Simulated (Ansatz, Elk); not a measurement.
**Bonding as seen by X-rays: SnCl3**

The structure of SnCl3 used here is made up (a known structure type with other elements) and was relaxed beforehand with r2SCAN. The aim is the Fourier transform of its all-electron density, F(hkl), set beside the sum over free spherical atoms that refinements use.

Calculated with Elk 11.2.3 (patched build); DFT, PBE, all-electron APW+lo, Dirac cores, scalar-relativistic bands, static density, no spin.

The structure was built from a prototype and need not be the compound's stable phase.

**1. The structure**

Symmetry: Pm-3m, No. 221, cubic system. Conventional cell: a = 5.168 Å, b = 5.168 Å, c = 5.168 Å, α = 90.00°, β = 90.00°, γ = 90.00°. Sn has 6 Cl at 2.58 Å nearest. Nearest to Cl lie 2 Sn at 2.58 Å. Farther neighbours and most contacts between anions are not listed.

**2. Ground state and structure factors**

An all-electron density is needed, since X-rays see the cores too. Task 0 finds the density and task 195 Fourier-transforms it; tshift is off so that phases refer to the origin typed.

Input file elk.in:

```
tasks
  0
  195

xctype
  20

spinpol
  .false.

rgkmax
  7.0

gmaxvr
  14.0

lmaxo
  7

lmaxapw
  8

swidth
  0.002

tshift
  .false.

ramdisk
  .false.

hmaxvr
  5.5

maxscl
  120

epspot
  1e-06

sppath
  './'

avec
  9.76658459158 -0.00000000000 -0.00000000000
  -0.00000000000 9.76658459158 -0.00000000000
  0.00000000000 -0.00000000000 9.76658459158

atoms
  2
  'Sn.in'
  1
  -0.0000000000 -0.0000000000 -0.0000000000   0.000000 0.000000 0.000000
  'Cl.in'
  3
  -0.0000000000 0.5000000000 0.0000000000   0.000000 0.000000 0.000000
  -0.0000000000 0.0000000000 0.5000000000   0.000000 0.000000 0.000000
  0.5000000000 0.0000000000 0.0000000000   0.000000 0.000000 0.000000

ngridk
  5 5 5
```

On the command line:

```console
$ OMP_NUM_THREADS=4 elk
```

Numbers of over 12 decimals in the logs are rounded to 6 here.

Log:

```text
┌─────────────────────────┐
│ Elk code version 11.2.3 │
└─────────────────────────┘

All units are atomic (Hartree, Bohr, etc.)

┌─────────────────────────────────────────────────┐
│ Ground-state run starting from atomic densities │
└─────────────────────────────────────────────────┘

Lattice vectors :
   9.766584592      -0.000000000      -0.000000000
  -0.000000000       9.766584592      -0.000000000
   0.000000000      -0.000000000       9.766584592

Reciprocal lattice vectors :
  0.6433349600       0.000000000       0.000000000
   0.000000000      0.6433349600       0.000000000
   0.000000000       0.000000000      0.6433349600

Unit cell volume      :    931.5971429
Brillouin zone volume :   0.2662633901

Muffin-tin inner radius fraction :   0.1000000000E-01

Nuclei treated as point charges

Species : 1 (Sn)
 parameters loaded from : Sn.in
 name : tin
 nuclear charge    :   -50.00000000
 electronic charge :    50.00000000
 atomic mass :    216395.0922
 muffin-tin radius :    2.600000000
 number of radial points in muffin-tin :   1193
 inner part over the whole radius :   0.9914297220E-02
 number on inner part of muffin-tin    :    850
 approximate nuclear radius :   0.8828114845E-04
 number of mesh points to nuclear radius :    428
 atomic positions (lattice), magnetic fields (Cartesian) :
  1 :   0.00000000  0.00000000  0.00000000    0.00000000  0.00000000  0.00000000

Species : 2 (Cl)
 parameters loaded from : Cl.in
 name : chlorine
 nuclear charge    :   -17.00000000
 electronic charge :    17.00000000
 atomic mass :    64626.86550
 muffin-tin radius :    2.200000000
 number of radial points in muffin-tin :    793
 inner part over the whole radius :   0.9992010025E-02
 number on inner part of muffin-tin    :    555
 approximate nuclear radius :   0.6305718926E-04
 number of mesh points to nuclear radius :    253
 atomic positions (lattice), magnetic fields (Cartesian) :
  1 :   0.00000000  0.50000000  0.00000000    0.00000000  0.00000000  0.00000000
  2 :   0.00000000  0.00000000  0.50000000    0.00000000  0.00000000  0.00000000
  3 :   0.50000000  0.00000000  0.00000000    0.00000000  0.00000000  0.00000000

Total number of atoms per unit cell :    4
Total muffin-tin volume :    207.4288909
 ratio of muffin-tin to unit cell volume :   0.2226594323

Spin treatment :
 spin-unpolarised

Number of Bravais lattice symmetries :   48
Number of crystal symmetries         :   48
Crystal has inversion symmetry
Real symmetric eigensolver will be used

k-point grid :      5     5     5
k-point offset :    0.000000000       0.000000000       0.000000000
k-point set is reduced with full crystal symmetry group
Total number of k-points :       10

Muffin-tin radius times maximum |G+k| :    7.000000000
 using average radius
Maximum |G+k| for APW functions       :    3.043478261
Maximum (1/2)|G+k|²                   :    4.631379962
Maximum |G| for potential and density :    14.00000000
Constant for pseudocharge density :    9
 order of it for each species :   16  16
 order of it for pair densities of each species (exact exchange by exxq0 0: 17) :   13   8
Radial integration step length :    1

G-vector grid sizes :     45    45    45
Number of G-vectors :    43147

Maximum angular momentum used for
 APW functions            :    8
 outer part of muffin-tin :    7
 inner part of muffin-tin :    2

Total nuclear charge    :   -101.0000000
Total core charge       :    60.00000000
Total valence charge    :    41.00000000
Total excess charge     :    0.000000000
Total electronic charge :    101.0000000

Effective Wigner radius, rₛ :    1.300986295

Number of empty states         :     16
Total number of valence states :     37
Total number of core states    :     60

Third-order local-orbitals added for an l without core states : T
Total number of local-orbitals :     32

Exchange-correlation functional :     20     0     0
 Perdew-Burke-Ernzerhof, Phys. Rev. Lett. 77, 3865 (1996)
 gradient requirement :    1
[...]
Madelung                    :     -9157.4467805035
 xc potential                :     -326.04437716066
 exchange                    :     -245.23639285999
 correlation                 :     -4.696096
 electron entropic           :    -0.52310616152807E-03
 total energy                :     -7564.7759478812

Density of states at Fermi energy :    40.91635596
 (states/Hartree/unit cell)

Estimated indirect band gap :   0.9535589085E-02
 from k-point 5 to k-point 8
Estimated direct band gap   :   0.9478424163E-01
 at k-point 8

Charges :
 core                        :    60.00000000
 valence                     :    41.00000000
 interstitial                :    6.017947870
 muffin-tins (core leakage)
  species : 1 (Sn)
   atom 1                    :    47.70295760     (  0.6778468931E-04)
  species : 2 (Cl)
   atom 1                    :    15.75969818     (  0.1483480351E-04)
[...]
total in muffin-tins        :    94.98205213
 total calculated charge     :    100.9985851
 total charge                :    101.0000000
 error                       :   0.1414902435E-02

RMS change in Kohn-Sham potential (target) :   0.3304362045     (  0.1000000000E-05)
Absolute change in total energy (target)   :   0.5343948504     (  0.1000000000E-03)

[... loops 3 to 12 left out ...]

┌──────────────────┐
│ Loop number : 13 │
└──────────────────┘

Energies :
 Fermi                       :    -0.14635386611515E-01
 sum of occupied eigenvalues :     -4530.2068735662
 electron kinetic            :      7896.3611193326
 core electron kinetic       :      7602.5591138611
 Coulomb                     :     -15210.138452654
 Coulomb potential           :     -12101.420572117
 nuclear-nuclear             :     -565.83381830909
 electron-nuclear            :     -17196.749542089
 Hartree                     :      2552.4449077439
 Madelung                    :     -9159.4281665955
 xc potential                :     -325.14742078201
 exchange                    :     -245.21415507474
 correlation                 :     -4.698199
 electron entropic           :    -0.62242231212586E-03
 total energy                :     -7563.6903101429

Density of states at Fermi energy :    49.04268799
 (states/Hartree/unit cell)

Estimated indirect band gap :   0.7537696873E-02
 from k-point 5 to k-point 8
Estimated direct band gap   :   0.5674476135E-01
 at k-point 8

Charges :
 core                        :    60.00000000
 valence                     :    41.00000000
 interstitial                :    6.061816525
 muffin-tins (core leakage)
  species : 1 (Sn)
[...]
species : 2 (Cl)
[...]
total in muffin-tins        :    94.93818347
 total calculated charge     :    100.9985320
 total charge                :    101.0000000
 error                       :   0.1468018188E-02

RMS change in Kohn-Sham potential (target) :   0.3722683105E-06 (  0.1000000000E-05)
Absolute change in total energy (target)   :   0.4509494374E-04 (  0.1000000000E-03)

Convergence targets achieved

┌──────────────────┐
│ Loop number : 14 │
└──────────────────┘

Energies :
 Fermi                       :    -0.14635523126231E-01
 sum of occupied eigenvalues :     -4530.2068834131
 electron kinetic            :      7896.3611141635
 core electron kinetic       :      7602.5591162022
 Coulomb                     :     -15210.138454737
 Coulomb potential           :     -12101.420569090
 nuclear-nuclear             :     -565.83381830909
 electron-nuclear            :     -17196.749549784
 Hartree                     :      2552.4449133569
 Madelung                    :     -9159.4281701913
 xc potential                :     -325.14742848633
 exchange                    :     -245.21415516255
 correlation                 :     -4.698199
 electron entropic           :    -0.62242272011318E-03
 total energy                :     -7563.6903174765

Density of states at Fermi energy :    49.04272359
 (states/Hartree/unit cell)

Estimated indirect band gap :   0.7537690114E-02
 from k-point 5 to k-point 8
Estimated direct band gap   :   0.5674461638E-01
 at k-point 8

Charges :
 core                        :    60.00000000
 valence                     :    41.00000000
 interstitial                :    6.061815263
 muffin-tins (core leakage)
  species : 1 (Sn)
[...]
species : 2 (Cl)
   atom 1                    :    15.66182854     (  0.1499367232E-04)
   atom 2                    :    15.66182854     (  0.1499367232E-04)
   atom 3                    :    15.66182854     (  0.1499367232E-04)
 total in muffin-tins        :    94.93818474
 total calculated charge     :    100.9985320
 total charge                :    101.0000000
 error                       :   0.1468019630E-02

┌──────────────────────────────┐
│ Self-consistent loop stopped │
└──────────────────────────────┘

Wrote STATE.OUT
```

Run time: 22 s. Hardware: 4 threads of Arm Neoverse V1, shared host; peak memory 0.18 GiB; 39 s of CPU time.

SFACRHO.OUT:

```text

h k l indices transformed by vhmat matrix:
   1.000000000       0.000000000       0.000000000    
   0.000000000       1.000000000       0.000000000    
   0.000000000       0.000000000       1.000000000    

      h      k      l  multipl.   |H|            Re(F)            Im(F)           |F|

      0      0      0      1   0.0000000       101.00000      0.73483522E-16   101.00000    
      0      0      1      6  0.64333496       61.731540      0.74597935E-14   61.731540    
      0     -1      1     12  0.90981303       29.768354     -0.80055173E-16   29.768354    
     -1     -1     -1      8   1.1142888       2.8124014     -0.20217159E-13   2.8124014    
      0      0     -2      6   1.2866699       77.537034      0.13292167E-13   77.537034    
     -1     -2      0     24   1.4385407       50.962427      0.64665125E-14   50.962427    
     -2      1      1     24   1.5758424       27.250553      0.24574620E-13   27.250553    
     -2      2      0     12   1.8196261       66.430515     -0.42945753E-16   66.430515    
     -2      1     -2     24   1.9300049       45.046909      0.27884683E-13   45.046909    
     -3      0      0      6   1.9300049       45.034478     -0.20813088E-13   45.034478    
      0      3     -1     24   2.0344038       25.041739      0.15152214E-13   25.041739    
      3     -1      1     24   2.1337007       6.1894474      0.20266303E-13   6.1894474    
      2      2      2      8   2.2285777       59.879913     -0.30944409E-13   59.879913    
      0      3     -2     24   2.3195772       41.060544      0.29190126E-13   41.060544    
     -3      1      2     48   2.4071390       23.125871     -0.23710274E-13   23.125871    
      4      0      0      6   2.5733398       55.573387     -0.19161466E-13   55.573387    
     -1      0      4     24   2.6525380       38.361895     -0.23826367E-13   38.361895    
      2     -3     -2     24   2.6525380       38.174093     -0.17668347E-13   38.174093
```

Elk indexes on the primitive cell of elk.in and gives |H| = 4π sin θ/λ in inverse bohr. Below, one row stands for each form hkl of the conventional cell (m members, Friedel mates merged), F is for one primitive cell and the density is static (no thermal factor). Free-atom factors are Waasmaier and Kirfel's, and R is Σm||F|−|F'||/Σm|F|.

| hkl | m | sin θ/λ (Å⁻¹) | abs F, DFT | neutral atoms | diff. |
| --- | --- | --- | --- | --- | --- |
| 100 | 6 | 0.097 | 61.731 | 61.885 | -0.154 |
| 110 | 12 | 0.137 | 29.768 | 30.081 | -0.313 |
| 111 | 8 | 0.168 | 2.812 | 3.198 | -0.386 |
| 200 | 6 | 0.194 | 77.537 | 77.254 | +0.283 |
| 210 | 24 | 0.216 | 50.962 | 50.872 | +0.090 |
| 211 | 24 | 0.237 | 27.251 | 27.224 | +0.026 |
| 220 | 12 | 0.274 | 66.430 | 66.470 | -0.039 |
| 221 | 24 | 0.290 | 45.047 | 45.059 | -0.012 |
| 300 | 6 | 0.290 | 45.035 | 45.059 | -0.024 |
| 310 | 24 | 0.306 | 25.042 | 25.018 | +0.024 |
| 311 | 24 | 0.321 | 6.189 | 6.086 | +0.104 |
| 222 | 8 | 0.335 | 59.880 | 60.005 | -0.125 |
| 320 | 24 | 0.349 | 41.060 | 41.160 | -0.099 |
| 321 | 48 | 0.362 | 23.126 | 23.119 | +0.007 |
| 400 | 6 | 0.387 | 55.573 | 55.557 | +0.016 |
| 410 | 24 | 0.399 | 38.362 | 38.257 | +0.105 |
| 322 | 24 | 0.399 | 38.174 | 38.257 | -0.083 |
| 330 | 12 | 0.410 | 21.448 | 21.491 | -0.043 |
| 411 | 24 | 0.410 | 21.689 | 21.491 | +0.198 |
| 331 | 24 | 0.422 | 5.273 | 5.197 | +0.076 |
| 420 | 24 | 0.433 | 52.177 | 52.217 | -0.039 |
| 421 | 48 | 0.443 | 36.028 | 35.967 | +0.062 |

**3. The highest occupied states alone**

An energy window below the Fermi level keeps the highest occupied states, to see at which angles they scatter; shallow core shells can lie inside it and anion s states outside. No new self-consistency is needed.

elk.in: that of step 2 with these lines changed.

```diff
@@ -1,3 +1,2 @@
 tasks
-  0
   195
@@ -40,2 +39,5 @@
 
+wsfac
+  -0.565880 0.285360
+
 sppath
```

On the command line:

```console
$ OMP_NUM_THREADS=4 elk
```

Log:

```text
┌─────────────────────────────────┐
│ Elk code version 11.2.3 started │
└─────────────────────────────────┘

Info(readinput): the functional depends on the density's gradient
 muffin-tin radial points multiplied by    2.00000
 (not where nrmtscf is given)

┌────────────────────┐
│ Current task : 195 │
└────────────────────┘

Info(sfacrho): density structure factors written to SFACRHO.OUT

 Energy window :  -0.5658800000      0.2853600000

┌──────────────────┐
│ Elk code stopped │
└──────────────────┘
```

It took 13 s on 4 threads; peak memory 0.16 GiB; 14 s of CPU time.

States within 15 eV below the Fermi level hold 24.69 electrons; any levels below the window count with the cores, and a count that is not whole means the window cuts a band. Their amplitudes can exceed the total, where window and core parts have opposite phase:

| hkl | sin θ/λ (Å⁻¹) | abs F, window | abs F, all |
| --- | --- | --- | --- |
| 100 | 0.097 | 7.346 | 61.731 |
| 110 | 0.137 | 3.365 | 29.768 |
| 111 | 0.168 | 9.690 | 2.812 |
| 200 | 0.194 | 8.391 | 77.537 |
| 210 | 0.216 | 2.258 | 50.962 |
| 211 | 0.237 | 1.563 | 27.251 |
| 220 | 0.274 | 2.793 | 66.430 |
| 221 | 0.290 | 0.650 | 45.047 |
| 300 | 0.290 | 0.598 | 45.035 |
| 310 | 0.306 | 0.628 | 25.042 |

[end of part 1 of 2]

[Logs are printed without paths, hosts, clocks, repeated set-up lines and the standing remarks that a program may print on its own settings, such as how far it seeks lower states.]

[Hosts, paths, dates, database ids (printed as entryN), source tags and the programs' standing remarks are cut or masked in the printed files.]
